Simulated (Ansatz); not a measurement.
# Phonons of ScCuPd in the AlB2 type

The plan: relax ScCuPd in the AlB2 type, check its phonons, and, if the lattice is stable, compute its Eliashberg function and ρ(T).

Method: DFT PBE, scalar-relativistic, plane waves, PAW; PAW set soft_1, in Ansatz 0.2.0.

Report form: the programs' logs are mostly left out.

The structure was built from a prototype and need not be the compound's stable phase.

**1. Starting point**

It takes space group P-6m2 (No. 187, hexagonal). The conventional cell has a = 3.840 Å, b = 3.840 Å, c = 4.032 Å, α = 90.00°, β = 90.00°, γ = 120.00°. Nearest to Sc lie 6 Cu at 3.00 Å and 6 Pd at 3.00 Å. Nearest to Cu lie 3 Pd at 2.22 Å and 6 Sc at 3.00 Å. Nearest to Pd lie 3 Cu at 2.22 Å and 6 Sc at 3.00 Å. Farther neighbours are not listed.

**2. Rough relaxation**

Large forces or a large pressure at the start call for a first relaxation with loose thresholds.

File input.yaml:

```yaml
crystal:
  lattice:
    - [3.84048, 0.0, 0.0]
    - [-1.92024, 3.32595, 0.0]
    - [0.0, 0.0, 4.0325]
  atoms:
    - { symbol: Sc, position: [0.0, 0.0, 0.0] }
    - { symbol: Cu, position: [0.33333333, 0.66666667, 0.5] }
    - { symbol: Pd, position: [0.66666667, 0.33333333, 0.5] }
kpoints:
  mp_grid: { grid: [6, 6, 6] }
hamiltonian:
  xc: pbe
  pseudopotentials: { kind: paw, azcp: { folder: soft_1 } }
scf:
  occupations: { method: gaussian, width: 0.1 }
output:
  forces: true
  stress: true
  eigenvalues: true
relax:
  adjacent_minimum: "off"
  f_tol: 0.05
  max_steps: 80
  cell: { stress_tol: 0.5 }
```

Run with:

```bash
ansatz run input.yaml --threads 4 --pin off --max-ram 12288MiB --backend cpu --events-out ev --progress --plain --runs-dir out
```

Elapsed: 9.7 s, on 4 threads of AMD EPYC 9R14 (Zen 4), shared host; peak memory 0.49 GiB; 33 s of CPU time.

Relaxation path:

| step | energy less that of the first step (eV) | largest force component (eV/Å) | pressure (GPa) | volume (Å³) |
| --- | --- | --- | --- | --- |
| 1 | 0.0000 | 0.0000 | 14.66 | 51.51 |
| 2 | -0.6631 | 0.0000 | 3.68 | 53.72 |
| 3 | -0.8990 | 0.0000 | 1.84 | 53.10 |
| 4 | -1.0469 | 0.0000 | 1.03 | 52.21 |
| 5 | -1.1848 | 0.0000 | 0.61 | 51.06 |
| 6 | -1.2288 | 0.0000 | 0.63 | 49.70 |
| 7 | -1.2292 | 0.0000 | -0.16 | 49.98 |
| 8* | -1.2434 | 0.0000 | 0.44 | 49.98 |
| 9 | -1.2458 | 0.0000 | -0.07 | 49.98 |
| 10 | -1.2368 | 0.0000 | -0.28 | 49.48 |
| 11 | -1.2467 | 0.0000 | -0.10 | 49.88 |
| 12* | -1.2466 | 0.0000 | -0.10 | 49.88 |

Relaxation steps marked * repeat the geometry before them on a plane-wave basis chosen anew for their cell, so energy and pressure can jump there. Relaxation step 10 was tried and not accepted.

Forces are held to the 12 operations that the run works with; a distortion that breaks them can't arise in this run.

| cell as run | before | after | change |
| --- | --- | --- | --- |
| a (Å) | 3.840 | 4.377 | +14.0 % |
| b (Å) | 3.840 | 4.377 | +14.0 % |
| c (Å) | 4.032 | 3.006 | -25.4 % |
| volume (Å³/atom) | 17.17 | 16.63 | -3.2 % |

Final coordinates:

```
Sc Cu Pd
1.0
     4.37689    0.00000    0.00000
    -2.18845    3.79050    0.00000
     0.00000    0.00000    3.00634
Sc Cu Pd
1 1 1
Direct
  0.00000 0.00000 0.00000
  0.33333 0.66667 0.50000
  0.66667 0.33333 0.50000
```

This step gave:

* pressure: -0.09911 GPa
* volume per atom: 16.63 Å³/atom
* metallic on mesh: yes
* gap on the k-mesh: 0 eV

The largest force is now zero by symmetry and the largest stress component 0.33 GPa.

**3. Relaxing cell and atoms**

The structure is brought to rest under this functional.

input.yaml, the sections that differ from step 2:

```yaml
crystal:
  lattice:
    - [4.3768933573, 0.0, 0.0]
    - [-2.1884466786, 3.790500837, 0.0]
    - [0.0, 0.0, 3.0063392887]
  atoms:
    - { symbol: Sc, position: [0.0, 0.0, 0.0] }
    - { symbol: Cu, position: [0.3333333333, 0.6666666667, 0.5] }
    - { symbol: Pd, position: [0.6666666667, 0.3333333333, 0.5] }
kpoints:
  mp_grid: { grid: [9, 9, 10] }
relax:
  adjacent_minimum: "off"
  f_tol: 0.005
  max_steps: 80
  cell: { stress_tol: 0.05 }
# hamiltonian, scf, output: as in step 2
```

Wall time 12 s (4 threads); peak memory 0.56 GiB.

Relaxation path:

| step | energy less that of the first step (eV) | largest force component (eV/Å) | pressure (GPa) | volume (Å³) |
| --- | --- | --- | --- | --- |
| 1 | 0.0000 | 0.0000 | 0.00 | 49.88 |
| 2 | -0.0032 | 0.0000 | -0.20 | 50.16 |
| 3 | 0.0160 | 0.0000 | 1.48 | 50.30 |
| 4 | -0.0056 | 0.0000 | -0.13 | 50.33 |
| 5 | -0.0059 | 0.0000 | 0.00 | 50.36 |
| 6 | -0.0059 | 0.0000 | 0.00 | 50.35 |
| 7 | -0.0060 | 0.0000 | 0.00 | 50.35 |

The log counts 1 steps on a newly chosen plane-wave basis, not all of them marked here; energy and pressure can jump at such steps. Relaxation step 3 was tried and not accepted.

| conventional cell, symmetrised | before | after | change |
| --- | --- | --- | --- |
| a (Å) | 4.377 | 4.343 | -0.8 % |
| b (Å) | 4.377 | 4.343 | -0.8 % |
| c (Å) | 3.006 | 3.082 | +2.5 % |
| volume (Å³/atom) | 16.63 | 16.78 | +0.9 % |

Final coordinates:

```xyz
3
Lattice="4.3429 0.0000 0.0000 -2.1714 3.7610 0.0000 0.0000 0.0000 3.0823" Properties=species:S:1:pos:R:3 pbc="T T T"
Sc    0.0000    0.0000    0.0000
Cu    0.0000    2.5074    1.5412
Pd    2.1714    1.2537    1.5412
```

Numbers from this step:

```yaml
pressure: -0.004204 GPa
volume_per_atom: 16.78 Å³/atom
```

The largest force is now zero by symmetry and the largest stress component 0.0068 GPa.

**4. Tight relaxation**

No force is left; the cell is relaxed once more with another smearing and tight thresholds.

input.yaml, the sections that differ from step 3:

```yaml
crystal:
  lattice:
    - [4.3428703701, 0.0, 0.0]
    - [-2.171435185, 3.7610360659, 0.0]
    - [0.0, 0.0, 3.0823483369]
  atoms:
    - { symbol: Sc, position: [0.0, 0.0, 0.0] }
    - { symbol: Cu, position: [0.3333333333, 0.6666666667, 0.5] }
    - { symbol: Pd, position: [0.6666666667, 0.3333333333, 0.5] }
scf:
  occupations: { method: methfessel_paxton, width: 0.2 }
relax:
  adjacent_minimum: "off"
  f_tol: 0.001
  max_steps: 60
  cell: { stress_tol: 0.01 }
# kpoints, hamiltonian, output: as in step 3
```

It took 8.4 s on 4 threads; peak memory 0.56 GiB.

The steps of the relaxation:

| step | energy less that of the first step (eV) | largest force component (eV/Å) | pressure (GPa) | volume (Å³) |
| --- | --- | --- | --- | --- |
| 1 | 0.0000 | 0.0000 | -0.01 | 50.35 |
| 2 | 0.0000 | 0.0000 | 0.04 | 50.30 |
| 3 | 0.0000 | 0.0000 | -0.05 | 50.34 |
| 4 | 0.0000 | 0.0000 | 0.00 | 50.32 |
| 5 | 0.0000 | 0.0000 | 0.00 | 50.32 |

The log counts 1 steps on a newly chosen plane-wave basis, not all of them marked here; energy and pressure can jump at such steps. Relaxation step 3 was tried and not accepted.

| conventional cell, symmetrised | before | after | change |
| --- | --- | --- | --- |
| a (Å) | 4.343 | 4.345 | +0.0 % |
| b (Å) | 4.343 | 4.345 | +0.0 % |
| c (Å) | 3.082 | 3.078 | -0.1 % |
| volume (Å³/atom) | 16.78 | 16.77 | -0.1 % |

Final coordinates:

```
Sc Cu Pd
1.0
     4.34452    0.00000    0.00000
    -2.17226    3.76247    0.00000
     0.00000    0.00000    3.07828
Sc Cu Pd
1 1 1
Direct
  0.00000 0.00000 0.00000
  0.33333 0.66667 0.50000
  0.66667 0.33333 0.50000
```

Numbers from this step:

```
pressure        : -4.19e-5 GPa
volume per atom : 16.77 Å³/atom
```

The largest force is now zero by symmetry and the largest stress component 3.7e-4 GPa, small enough for phonons.

**5. Phonons by linear response: q 2×2×2, k 4×4×6**

Couplings are defined for a stable lattice alone, so phonons come first.

File input.yaml:

```yaml
crystal:
  lattice:
    - [4.3445208677, 0.0, 0.0]
    - [-2.1722604338, 3.7624654387, 0.0]
    - [0.0, 0.0, 3.0782811932]
  atoms:
    - { symbol: Sc, position: [0.0, 0.0, 0.0] }
    - { symbol: Cu, position: [0.3333333333, 0.6666666667, 0.5] }
    - { symbol: Pd, position: [0.6666666667, 0.3333333333, 0.5] }
kpoints:
  mp_grid: { grid: [4, 4, 6] }
hamiltonian:
  xc: pbe
  pseudopotentials: { kind: paw, azcp: { folder: soft_1 } }
scf:
  occupations: { method: methfessel_paxton, width: 0.2 }
output:
  eigenvalues: true
phonons:
  method: dfpt
  qmesh: [2, 2, 2]
  temperatures: { t_max: 1000, t_step: 50 }
  qpath:
    path:
      - [[0.0, 0.0, 0.0], [0.5, 0.0, 0.0], [0.33333333, 0.33333333, 0.0], [0.0, 0.0, 0.0], [0.0, 0.0, 0.5], [0.5, 0.0, 0.5], [0.33333333, 0.33333333, 0.5], [0.0, 0.0, 0.5]]
      - [[0.5, 0.0, 0.5], [0.5, 0.0, 0.0]]
      - [[0.33333333, 0.33333333, 0.5], [0.33333333, 0.33333333, 0.0]]
    npoints: 10
```

Elapsed: 28 s, on 4 threads; peak memory 0.61 GiB.

Numbers from this step:

| Item | Value |
| --- | --- |
| share of imaginary modes in the plain interpolation between solved wavevectors | 0.0479 |
| highest frequency, solved or plainly interpolated | 268.9 cm⁻¹ |

Solved on the 2×2×2 mesh alone; all other wavevectors are interpolated. The phonon branches at the labelled points (cm⁻¹):

| point | branch 1 | branch 2 | branch 3 | branch 4 | branch 5 | branch 6 | branch 7 | branch 8 | branch 9 |
| --- | --- | --- | --- | --- | --- | --- | --- | --- | --- |
| Γ | 0 | 0 | 0 | 45 | 162 | 173 | 173 | 224 | 224 |
| halfway | 37 | 42 | 55 | 96 | 152 | 160 | 161 | 219 | 230 |
| M | 48 | 65 | 71 | 127 | 130 | 156 | 169 | 205 | 234 |
| halfway | 53 | 59 | 73 | 131 | 133 | 155 | 168 | 204 | 234 |
| K | 54 | 56 | 76 | 134 | 136 | 153 | 169 | 203 | 233 |
| halfway | 42 | 45 | 58 | 109 | 147 | 159 | 160 | 217 | 231 |
| Γ | 0 | 0 | 0 | 45 | 162 | 173 | 173 | 224 | 224 |
| halfway | 36 | 47 | 47 | 73 | 157 | 157 | 199 | 219 | 219 |
| A | -18 | 78 | 78 | 95 | 134 | 134 | 215 | 215 | 236 |
| halfway | -47 | 71 | 72 | 100 | 141 | 141 | 206 | 219 | 250 |
| L | -79 | 65 | 68 | 126 | 143 | 147 | 191 | 223 | 264 |
| halfway | -73 | 61 | 61 | 133 | 143 | 146 | 189 | 220 | 266 |
| H | -68 | 52 | 57 | 141 | 144 | 145 | 185 | 218 | 269 |
| halfway | -52 | 67 | 69 | 107 | 142 | 142 | 204 | 218 | 254 |
| A | -18 | 78 | 78 | 95 | 134 | 134 | 215 | 215 | 236 |
| jump to L | -79 | 65 | 68 | 126 | 143 | 147 | 191 | 223 | 264 |
| halfway | 12 | 63 | 65 | 126 | 138 | 154 | 192 | 221 | 229 |
| M | 48 | 65 | 71 | 127 | 130 | 156 | 169 | 205 | 234 |
| jump to H | -68 | 52 | 57 | 141 | 144 | 145 | 185 | 218 | 269 |
| halfway | 20 | 56 | 57 | 136 | 139 | 160 | 194 | 206 | 237 |
| K | 54 | 56 | 76 | 134 | 136 | 153 | 169 | 203 | 233 |

Lowest modes at the softest wavevector of the mesh. Modes at q = (0.000, 0.500, 0.500), with each element's share of the kinetic energy (negative means imaginary):

| mode | frequency (cm⁻¹) | Sc % | Cu % | Pd % |
| --- | --- | --- | --- | --- |
| 1 | -78.6 | 32 | 61 | 7 |
| 2 | 65.1 | 0 | 33 | 67 |
| 3 | 67.7 | 8 | 23 | 70 |
| 4 | 125.5 | 0 | 19 | 81 |
| 5 | 143.0 | 60 | 16 | 24 |
| 6 | 146.8 | 100 | 0 | 0 |

Displacements in mode 1 (-78.6 cm⁻¹), the largest set to 1, in the home cell:
```
Sc1  0.00 -0.87  0.00
Cu2  0.00  0.00 -1.00
Pd3  0.00  0.00 -0.26
```

Displacements in mode 2 (65.1 cm⁻¹), the largest set to 1, in the home cell:
```
Sc1  0.00  0.00  0.00
Cu2 -0.90  0.00  0.00
Pd3 -1.00  0.00  0.00
```

Among the solved wavevectors the lowest mode, translations apart, is -78.6 cm⁻¹, imaginary.

**6. Phonons by linear response: q 3×3×2, k 6×6×8**

An imaginary mode on so few k-points may come from the sampling, so the phonons are repeated with another q and k mesh.

Edit input.yaml of step 5 so:

```diff
@@ -10,3 +10,3 @@
 kpoints:
-  mp_grid: { grid: [4, 4, 6] }
+  mp_grid: { grid: [6, 6, 8] }
 hamiltonian:
@@ -20,3 +20,3 @@
   method: dfpt
-  qmesh: [2, 2, 2]
+  qmesh: [3, 3, 2]
   temperatures: { t_max: 1000, t_step: 50 }
```

Run time: 1.7 min. Hardware: 4 threads; peak memory 0.84 GiB; 6.4 min of CPU time.

This step gave:

- share of imaginary modes in the plain interpolation between solved wavevectors: 0.0506
- highest frequency, solved or plainly interpolated: 272.1 cm⁻¹

Solved on the 3×3×2 mesh alone; all other wavevectors are interpolated. The phonon branches at the labelled points (cm⁻¹):

| point | branch 1 | branch 2 | branch 3 | branch 4 | branch 5 | branch 6 | branch 7 | branch 8 | branch 9 |
| --- | --- | --- | --- | --- | --- | --- | --- | --- | --- |
| Γ | 0 | 0 | 0 | 50 | 159 | 159 | 164 | 221 | 221 |
| halfway | 33 | 37 | 58 | 97 | 144 | 148 | 161 | 214 | 227 |
| M | 49 | 63 | 70 | 110 | 116 | 152 | 157 | 201 | 232 |
| halfway | 52 | 55 | 72 | 101 | 116 | 154 | 156 | 200 | 231 |
| K | 50 | 54 | 75 | 93 | 108 | 154 | 159 | 198 | 231 |
| halfway | 33 | 43 | 60 | 109 | 137 | 144 | 160 | 212 | 227 |
| Γ | 0 | 0 | 0 | 50 | 159 | 159 | 164 | 221 | 221 |
| halfway | 37 | 45 | 45 | 77 | 142 | 142 | 210 | 218 | 218 |
| A | -20 | 77 | 77 | 99 | 114 | 114 | 214 | 214 | 252 |
| halfway | -44 | 70 | 75 | 96 | 129 | 131 | 206 | 218 | 258 |
| L | -81 | 62 | 74 | 127 | 134 | 135 | 192 | 223 | 267 |
| halfway | -81 | 56 | 59 | 131 | 136 | 137 | 191 | 222 | 270 |
| H | -81 | 39 | 50 | 130 | 135 | 148 | 187 | 222 | 272 |
| halfway | -50 | 66 | 68 | 104 | 130 | 133 | 205 | 218 | 260 |
| A | -20 | 77 | 77 | 99 | 114 | 114 | 214 | 214 | 252 |
| jump to L | -81 | 62 | 74 | 127 | 134 | 135 | 192 | 223 | 267 |
| halfway | -26 | 63 | 67 | 121 | 122 | 143 | 190 | 224 | 228 |
| M | 49 | 63 | 70 | 110 | 116 | 152 | 157 | 201 | 232 |
| jump to H | -81 | 39 | 50 | 130 | 135 | 148 | 187 | 222 | 272 |
| halfway | -43 | 49 | 50 | 118 | 119 | 156 | 192 | 215 | 233 |
| K | 50 | 54 | 75 | 93 | 108 | 154 | 159 | 198 | 231 |

Lowest modes at the softest wavevector of the mesh. The modes at q = (0.333, 0.333, 0.500) (shares of kinetic energy by element, %) (negative means imaginary):

| mode | frequency (cm⁻¹) | Sc % | Cu % | Pd % |
| --- | --- | --- | --- | --- |
| 1 | -81.0 | 30 | 70 | 0 |
| 2 | 38.9 | 44 | 0 | 56 |
| 3 | 50.2 | 0 | 33 | 67 |
| 4 | 129.7 | 56 | 0 | 44 |
| 5 | 135.3 | 70 | 30 | 0 |
| 6 | 148.3 | 0 | 0 | 100 |

Displacements in mode 1 (-81.0 cm⁻¹), the largest set to 1, in the home cell (x, y, z of the real part, then of the imaginary part):
```
Sc1  0.00 -0.55  0.00  0.55  0.00  0.00
Cu2  0.00  0.00 -1.00  0.00  0.00  0.00
Pd3  0.00  0.00  0.00  0.00  0.00  0.00
```

Displacements in mode 3 (50.2 cm⁻¹), the largest set to 1, in the home cell (x, y, z of the real part, then of the imaginary part):
```
Sc1  0.00  0.00  0.01  0.00  0.00  0.00
Cu2  0.00  0.92  0.00  0.92  0.00  0.00
Pd3 -0.87 -0.50  0.00  0.50 -0.87  0.00
```

The modes has structure finer than the step of the table below, so its rows give means over 20 cm⁻¹, whole bins alone (the curve runs from -90.8 to 290 cm⁻¹). Peaks (cm⁻¹: height): Cu 60.0: 0.0290, 117.4: 0.0105, 220.3: 0.0468; Pd 55.2: 0.0548, 117.4: 0.0280, 220.3: 0.0215; Sc 131.7: 0.0659, 253.8: 0.0137.

Phonopy on the run's constants, 15x15x19 mesh, Gaussian sigma 2.7 cm⁻¹. Table of modes by wavenumber; means over each step; values in 1/cm⁻¹/cell:

| wavenumber (cm⁻¹) | Cu | Pd | Sc |
| --- | --- | --- | --- |
| -80 | 0.00312 | 1.6e-4 | 0.00154 |
| -60 | 0.00507 | 2.4e-4 | 0.00198 |
| -40 | 0.00461 | 2.0e-4 | 0.00119 |
| -20 | 0.00344 | 2.5e-4 | 5.1e-4 |
| 0 | 9.1e-4 | 1.4e-4 | 1.7e-4 |
| 20 | 0.00423 | 0.00206 | 0.00114 |
| 40 | 0.0120 | 0.0152 | 0.00398 |
| 60 | 0.0238 | 0.0481 | 0.00539 |
| 80 | 0.00408 | 0.0115 | 0.00164 |
| 100 | 0.00340 | 0.00893 | 0.00312 |
| 120 | 0.00772 | 0.0200 | 0.0278 |
| 140 | 0.00574 | 0.0121 | 0.0449 |
| 160 | 0.00119 | 0.00383 | 0.0144 |
| 180 | 0.00282 | 6.8e-4 | 0.00787 |
| 200 | 0.0248 | 0.00673 | 0.00731 |
| 220 | 0.0363 | 0.0166 | 0.00729 |
| 240 | 0.00599 | 0.00302 | 0.00798 |
| 260 | 5.8e-4 | 2.3e-4 | 0.0111 |

No LO-TO term; unit eigenvectors of the mass-weighted matrix. Modes at Γ, with each element's share of the kinetic energy:

| mode | frequency (cm⁻¹) | symmetry | Sc % | Cu % | Pd % |
| --- | --- | --- | --- | --- | --- |
| 1 | 0.0 | unnamed | 21 | 30 | 50 |
| 2 | 0.0 | unnamed | 21 | 30 | 50 |
| 3 | 0.0 | unnamed | 21 | 30 | 50 |
| 4 | 49.6 | A2'' | 2 | 54 | 44 |
| 5 | 158.8 | E' | 77 | 2 | 20 |
| 6 | 158.8 | E' | 77 | 2 | 20 |
| 7 | 163.7 | A2'' | 77 | 16 | 7 |
| 8 | 221.4 | E' | 2 | 68 | 30 |
| 9 | 221.4 | E' | 2 | 68 | 30 |

Displacements in mode 4 (49.6 cm⁻¹), the largest set to 1:
```
Sc1  0.00  0.00  0.23
Cu2  0.00  0.00  1.00
Pd3  0.00  0.00 -0.69
```

Displacements in mode 6 (158.8 cm⁻¹), the largest set to 1:
```
Sc1  0.00  1.00  0.00
Cu2  0.00 -0.15  0.00
Pd3  0.00 -0.33  0.00
```

Among the solved wavevectors the lowest mode, translations apart, is -81 cm⁻¹, imaginary.

**7. Phonons by linear response: Fermi–Dirac smearing of 0.3 eV**

The phonons are repeated on the same meshes with a wide Fermi–Dirac smearing, to see whether the soft mode comes from sharp features of the Fermi surface.

Edit input.yaml of step 6 so:

```diff
@@ -15,3 +15,3 @@
 scf:
-  occupations: { method: methfessel_paxton, width: 0.2 }
+  occupations: { method: fermi_dirac, width: 0.3 }
 output:
```

The job ended after 1.8 min (4 threads; peak memory 0.86 GiB).

This step gave:

```
share of imaginary modes in the plain interpolation between solved wavevectors : 0.0404
```

Solved on the 3×3×2 mesh alone; all other wavevectors are interpolated. Phonon branches along the path, in cm⁻¹:

| point | branch 1 | branch 2 | branch 3 | branch 4 | branch 5 | branch 6 | branch 7 | branch 8 | branch 9 |
| --- | --- | --- | --- | --- | --- | --- | --- | --- | --- |
| Γ | 0 | 0 | 0 | 61 | 165 | 166 | 166 | 220 | 220 |
| halfway | 38 | 38 | 64 | 99 | 150 | 152 | 162 | 215 | 227 |
| M | 52 | 69 | 73 | 120 | 123 | 156 | 161 | 202 | 233 |
| halfway | 56 | 64 | 75 | 114 | 126 | 155 | 162 | 204 | 231 |
| K | 58 | 62 | 78 | 108 | 125 | 153 | 166 | 204 | 230 |
| halfway | 41 | 44 | 66 | 111 | 143 | 150 | 160 | 214 | 228 |
| Γ | 0 | 0 | 0 | 61 | 165 | 166 | 166 | 220 | 220 |
| halfway | 50 | 51 | 51 | 79 | 152 | 152 | 215 | 219 | 219 |
| A | 26 | 84 | 84 | 101 | 129 | 129 | 217 | 217 | 262 |
| halfway | -33 | 77 | 79 | 104 | 139 | 146 | 208 | 222 | 264 |
| L | -72 | 75 | 76 | 133 | 141 | 150 | 192 | 226 | 269 |
| halfway | -71 | 64 | 70 | 141 | 142 | 148 | 191 | 224 | 270 |
| H | -70 | 50 | 66 | 141 | 145 | 152 | 187 | 223 | 272 |
| halfway | -40 | 72 | 76 | 111 | 140 | 147 | 207 | 222 | 265 |
| A | 26 | 84 | 84 | 101 | 129 | 129 | 217 | 217 | 262 |
| jump to L | -72 | 75 | 76 | 133 | 141 | 150 | 192 | 226 | 269 |
| halfway | 9 | 68 | 72 | 127 | 132 | 156 | 191 | 224 | 229 |
| M | 52 | 69 | 73 | 120 | 123 | 156 | 161 | 202 | 233 |
| jump to H | -70 | 50 | 66 | 141 | 145 | 152 | 187 | 223 | 272 |
| halfway | -18 | 57 | 64 | 127 | 132 | 162 | 196 | 212 | 235 |
| K | 58 | 62 | 78 | 108 | 125 | 153 | 166 | 204 | 230 |

Lowest modes at the softest wavevector of the mesh. Modes at q = (-0.333, -0.333, 0.500), with each element's share of the kinetic energy (negative means imaginary):

| mode | frequency (cm⁻¹) | Sc % | Cu % | Pd % |
| --- | --- | --- | --- | --- |
| 1 | -70.3 | 23 | 77 | 0 |
| 2 | 49.5 | 33 | 0 | 67 |
| 3 | 66.0 | 0 | 36 | 64 |
| 4 | 141.2 | 67 | 0 | 33 |
| 5 | 144.8 | 77 | 23 | 0 |
| 6 | 151.9 | 0 | 0 | 100 |

Displacements in mode 1 (-70.3 cm⁻¹), the largest set to 1, in the home cell (x, y, z of the real part, then of the imaginary part):
```
Sc1 0.00 0.47 0.00 0.47 0.00 0.00
Cu2 0.00 0.00 1.00 0.00 0.00 0.00
Pd3 0.00 0.00 0.00 0.00 0.00 0.00
```

Displacements in mode 5 (144.8 cm⁻¹), the largest set to 1, in the home cell (x, y, z of the real part, then of the imaginary part):
```
Sc1  0.00  1.00  0.00  1.00  0.00  0.00
Cu2  0.00  0.00 -0.66  0.00  0.00  0.00
Pd3  0.00  0.00  0.00  0.00  0.00  0.00
```

Among the solved wavevectors the lowest mode, translations apart, is -70.3 cm⁻¹, imaginary.

**8. Results**

| Item | Value |
| --- | --- |
| phonon run of the rows without a label of their own | PBE, q 3×3×2, k 6×6×8 |
| softest mode on the q mesh | -81 cm⁻¹ at q = (0.333, 0.333, 0.5) |
| highest frequency, solved or plainly interpolated | 272 cm⁻¹ |

In words: The lattice is dynamically unstable at this level: a mode at q = (0.333, 0.333, 0.5) is imaginary, 81i cm⁻¹, so no harmonic coupling constant or resistivity is defined for this structure. These meshes are coarse, and single modes of a metal can move by tens of cm⁻¹ with the k mesh. The coarser mesh found an imaginary mode at another wavevector, which this mesh lacks. The phonon runs are not spin-polarised. The structure was built by hand as an ordered model, and its stability against other phases was not tested.

[Logs are printed without paths, hosts, clocks, repeated set-up lines and the standing remarks that a program may print on its own settings, such as how far it seeks lower states.]

[Hosts, paths, dates, database ids (printed as entryN), source tags and the programs' standing remarks are cut or masked in the printed files.]
